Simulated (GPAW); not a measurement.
# CaC2 (I4/mmm): G0W0 on several meshes in GPAW

Wanted: mesh dependence and cost of G0W0 for CaC2 (I4/mmm).

Method: LDA and many-body steps on it, plane waves, in GPAW 26.7.0.

Most raw output is cut from this account.

## (1) The starting structure

It takes space group I4/mmm (No. 139, tetragonal). Conventional cell: a = 3.869 Å, b = 3.869 Å, c = 6.404 Å, α = 90.00°, β = 90.00°, γ = 90.00°. Nearest to Ca lie 10 C at 2.58 to 2.81 Å. Nearest to C lie 1 C at 1.25 Å and 5 Ca at 2.58 to 2.81 Å. Farther neighbours are not listed.

Coordinates:

```
Ca C
1.0
    -1.93430    1.93430    3.20211
     1.93430   -1.93430    3.20211
     1.93430    1.93430   -3.20211
Ca C
1 2
Direct
  0.00000 0.00000 0.00000
  0.59789 0.59789 0.00000
  0.40211 0.40211 0.00000
```

The cell and positions are those that the Materials Project relaxed with its own functionals (PBE, PBE+U or r2SCAN), kept fixed.

## (2) Empty states on the mesh, 4×4×4 mesh, 317 bands

This step: GPAW 26.7.0; DFT, LDA, plane waves, PAW.

The sums over transitions need many empty states on a uniform mesh; this step solves for them.

run.py reads:

```python
import json
import numpy as np
from gpaw.mpi import world
from gpaw import GPAW

calc = GPAW('gs.gpw').fixed_density(kpts={'size': (4, 4, 4), 'gamma': True},
    parallel={'domain': 1, 'band': 1},
    txt='nscf.txt')
calc.diagonalize_full_hamiltonian(nbands=317)
calc.write('full.gpw', mode='all')
res = {}
kpts = calc.get_ibz_k_points()
res['kpts'] = kpts
res['eigenvalues'] = [calc.get_eigenvalues(kpt=k) for k in range(len(kpts))]
res['n_electrons'] = calc.get_number_of_electrons()

if world.rank == 0:
    with open('result.json', 'w') as f:
        json.dump(res, f, default=lambda x: x.tolist())
```

Launch:

```
mpirun -n 4 gpaw python run.py
```

Elapsed: 31 s, on 4 MPI ranks of Arm Neoverse V1, shared host; peak memory 1.5 GiB.

Numbers from this step:

```
gap                                                           : 1.189 eV
k of the valence top                                          : 0.5, 0.5, 0.5
k of the conduction bottom                                    : 0.5, 0.5, 0
least direct gap                                              : 2.249 eV
k points computed                                             : 13
lowest point of the top converged band, above the valence top : 184.0819 eV
```

On this mesh the gap is 1.189 eV.

## (3) 4×4×4

G0W0 replaces the xc potential by the self-energy, built once from these orbitals. Only a window of levels is corrected, while the sums run over the empty bands that the input names.

This step: G0W0 on LDA, plane waves, PAW.

run.py reads:

```python
import json
import numpy as np
from gpaw.mpi import world
from gpaw.response.g0w0 import G0W0

gw = G0W0('full.gpw',
    filename='gw',
    kpts=[0, 10, 12],
    bands=(7, 11),
    ecut=60,
    nbands=50,
    integrate_gamma='WS',
    ppa=True)
gw.calculate()
res = {mode: {k: v for k, v in r.items() if k != 'sigma_eskwn'}
       for mode, r in gw.all_results.items()}

if world.rank == 0:
    with open('result.json', 'w') as f:
        json.dump(res, f, default=lambda x: x.tolist())
```

Launch:

```
mpirun -n 4 gpaw python run.py
```

The job ended after 24 s (4 MPI ranks; peak memory 1.1 GiB).

Numbers from this step:

| Quantity | Value |
| --- | --- |
| G0W0 gap on the points computed | 2.872 eV |
| least direct G0W0 gap on the computed points | 4.144 eV |
| Z at the valence top | 0.7790 |
| Z at the conduction bottom | 0.8254 |
| starting gap on the mesh | 1.189 eV |
| k of the valence top | 0.5, 0.5, 0.5 |
| k of the conduction bottom | 0.5, 0.5, 0 |

The gap on the mesh goes from 1.19 eV to 2.87 eV, a correction of +1.68 eV.

## (4) Empty states on the mesh, 6×6×6 mesh, 60 bands

This step: DFT, LDA, plane waves, PAW.

run.py reads:

```python
import json
import numpy as np
from gpaw.mpi import world
from gpaw import GPAW

calc = GPAW('gs.gpw').fixed_density(kpts={'size': (6, 6, 6), 'gamma': True},
    nbands=70,
    convergence={'bands': 60},
    txt='nscf.txt')
calc.write('full.gpw', mode='all')
res = {}
kpts = calc.get_ibz_k_points()
res['kpts'] = kpts
res['eigenvalues'] = [calc.get_eigenvalues(kpt=k) for k in range(len(kpts))]
res['n_electrons'] = calc.get_number_of_electrons()

if world.rank == 0:
    with open('result.json', 'w') as f:
        json.dump(res, f, default=lambda x: x.tolist())
```

Launch:

```
mpirun -n 4 gpaw python run.py
```

It took 25 s on 4 MPI ranks; peak memory 0.72 GiB.

Numbers from this step:

```yaml
gap: 1.189 eV
k_of_the_valence_top: 0.5, 0.5, 0.5
k_of_the_conduction_bottom: 0.5, 0.5, 0
least_direct_gap: 2.249 eV
k_points_computed: 30
lowest_point_of_the_top_converged_band_above_the_valence_top: 49.52 eV
```

On this mesh the gap is 1.189 eV.

## (5) 6×6×6

This step: G0W0 on LDA, plane waves, PAW.

run.py reads:

```python
import json
import numpy as np
from gpaw.mpi import world
from gpaw.response.g0w0 import G0W0

gw = G0W0('full.gpw',
    filename='gw',
    kpts=[0, 26, 29],
    bands=(7, 11),
    ecut=60,
    nbands=50,
    integrate_gamma='WS',
    ppa=True)
gw.calculate()
res = {mode: {k: v for k, v in r.items() if k != 'sigma_eskwn'}
       for mode, r in gw.all_results.items()}

if world.rank == 0:
    with open('result.json', 'w') as f:
        json.dump(res, f, default=lambda x: x.tolist())
```

Launch:

```
mpirun -n 4 gpaw python run.py
```

It took 2 min on 4 MPI ranks; peak memory 1.5 GiB; 8.1 min of CPU time.

Numbers from this step:

```
G0W0 gap on the points computed              : 2.862 eV
least direct G0W0 gap on the computed points : 4.138 eV
Z at the valence top                         : 0.7789
Z at the conduction bottom                   : 0.8254
starting gap on the mesh                     : 1.189 eV
k of the valence top                         : 0.5, 0.5, 0.5
k of the conduction bottom                   : 0.5, 0.5, 0
```

Against G0W0 in GPAW (4×4×4 mesh, 50 bands, screening to 60 eV, Godby-Needs plasmon pole), the gap moves by −0.010 eV.

## (6) Side by side

Times are wall times on 4 MPI ranks of Arm Neoverse V1, shared host, good to a factor of about two.

```
  run   mesh  bands  screening cutoff (eV)  DFT gap (eV)  gap on the mesh (eV)  direct (eV)   time
4×4×4  4×4×4     50                     60         1.189                 2.872        4.144   24 s
6×6×6  6×6×6     50                     60         1.189                 2.862        4.138  2 min
```

## (7) Results

| Property | Result |
| --- | --- |
| 4×4×4 | 2.872 eV |
| 6×6×6 | 2.862 eV |
| known limits | not at the basis limit; coarse k mesh |

**Reading.** 6×6×6: −0.010 eV against 4×4×4. Bands and cutoff are finite, so the gap is not at the basis limit. The miss can reach some tenths of an eV and take either sign; the mesh is an error of its own. These stock PAW sets were not made for GW. In the G0W0 runs levels were corrected at 3 k points alone, so a gap called «on the mesh» is the least over those, and an edge elsewhere would be missed. The 4×4×4 mesh is coarse for this cell, which bears on the long-range parts of exchange and screening.

[Paths, hosts, dates, memory and timing lines, banners, echoed tables and standing remarks are left out of the program output.]

[Logs are printed without paths, hosts, clocks, repeated set-up lines and the standing remarks that a program may print on its own settings, such as how far it seeks lower states.]

[Runs of the session that timed out or met a known fault of the program may be left out.]

[Hosts, paths, dates, database ids (printed as entryN), source tags and the programs' standing remarks are cut or masked in the printed files.]
